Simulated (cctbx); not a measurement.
**Absolute structure of Y2Mg6Mn6InSn11**

Space group P-6m2 (no. 187), a = 5.6530 Å, b = 5.6530 Å, c = 18.7960 Å, α = 90.00°, β = 90.00°, γ = 120.00°.

| atom | mult. | x | y | z | Ueq (Å²) |
| --- | --- | --- | --- | --- | --- |
| Sn1 | 1 | 2/3 | 1/3 | 0 | 0.0046 |
| Sn2 | 1 | 2/3 | 1/3 | 1/2 | 0.0046 |
| Sn3 | 1 | 0 | 0 | 0 | 0.0032 |
| Sn4 | 2 | 1/3 | 2/3 | 0.9173 | 0.0035 |
| Sn5 | 2 | 1/3 | 2/3 | 0.4181 | 0.0044 |
| Sn6 | 2 | 2/3 | 1/3 | 0.2486 | 0.0029 |
| Sn7 | 2 | 0 | 0 | 0.7515 | 0.0045 |
| In1 | 1 | 0 | 0 | 1/2 | 0.0031 |
| Y1 | 2 | 1/3 | 2/3 | 0.2539 | 0.0047 |
| Mn1 | 6 | 0.8341 | 0.6682 | 0.3730 | 0.0035 |
| Mg1 | 6 | 0.8224 | 0.6447 | 0.8731 | 0.0067 |

The model is made up (kin elements in a known structure type, no relaxation), so it says nothing on whether the phase exists.

Data sets are simulated with cctbx and refined with Bijvoet mates kept apart; Flack x is then fitted as the share of an inverted twin with the atoms fixed, Hooft y from the Bijvoet differences. The group is acentric but holds improper operations, so there is an absolute structure (orientation) and no hand.

Untwinned crystal. What Flack and Hooft values should come out?

| λ (Å) | extinction (unmodelled) | d min (Å) | top counts | error (%) | model | R1 | Flack x | s.u. | Hooft y | s.u. | pairs |
| --- | --- | --- | --- | --- | --- | --- | --- | --- | --- | --- | --- |
| 0.71073 | 0 | 0.77 | 40000 | 1.5 | as given | 0.0068 | -0.014 | 0.01 | -0.012 | 0.020 | 233 |
| 0.71073 | 0 | 0.77 | 40000 | 1.5 | inverted | 0.0102 | 0.11 | 0.02 | 0.269 | 0.023 | 233 |
| 1.54184 | 0 | 0.83 | 20000 | 1.5 | as given | 0.0096 | 0.003 | 0.015 | -0.007 | 0.021 | 184 |

With Mo Kα, x is within 3 s.u. of 0, so the absolute structure is right. With Cu Kα, x is within 3 s.u. of 0, so the absolute structure is right. The inverted model doesn't give 1 − x: the structure is pseudo-centrosymmetric, and the refinement slid into another minimum.

A further crystal gives:

```
  λ (Å)  extinction (unmodelled)  d min (Å)  top counts  error (%)     model      R1  Flack x   s.u.  Hooft y   s.u.  pairs
1.54184                      0.3        0.8       70000          3  as given  0.0156    0.120  0.018    0.106  0.023    204
```

**Question.** What is it?

It was simulated as an inversion twin with a fraction 0.15 of the inverted domain. Flack x is over 3 s.u. from both 0 and 1 and reads that fraction.

[Logs are printed without paths, hosts, clocks, repeated set-up lines and the standing remarks that a program may print on its own settings, such as how far it seeks lower states.]
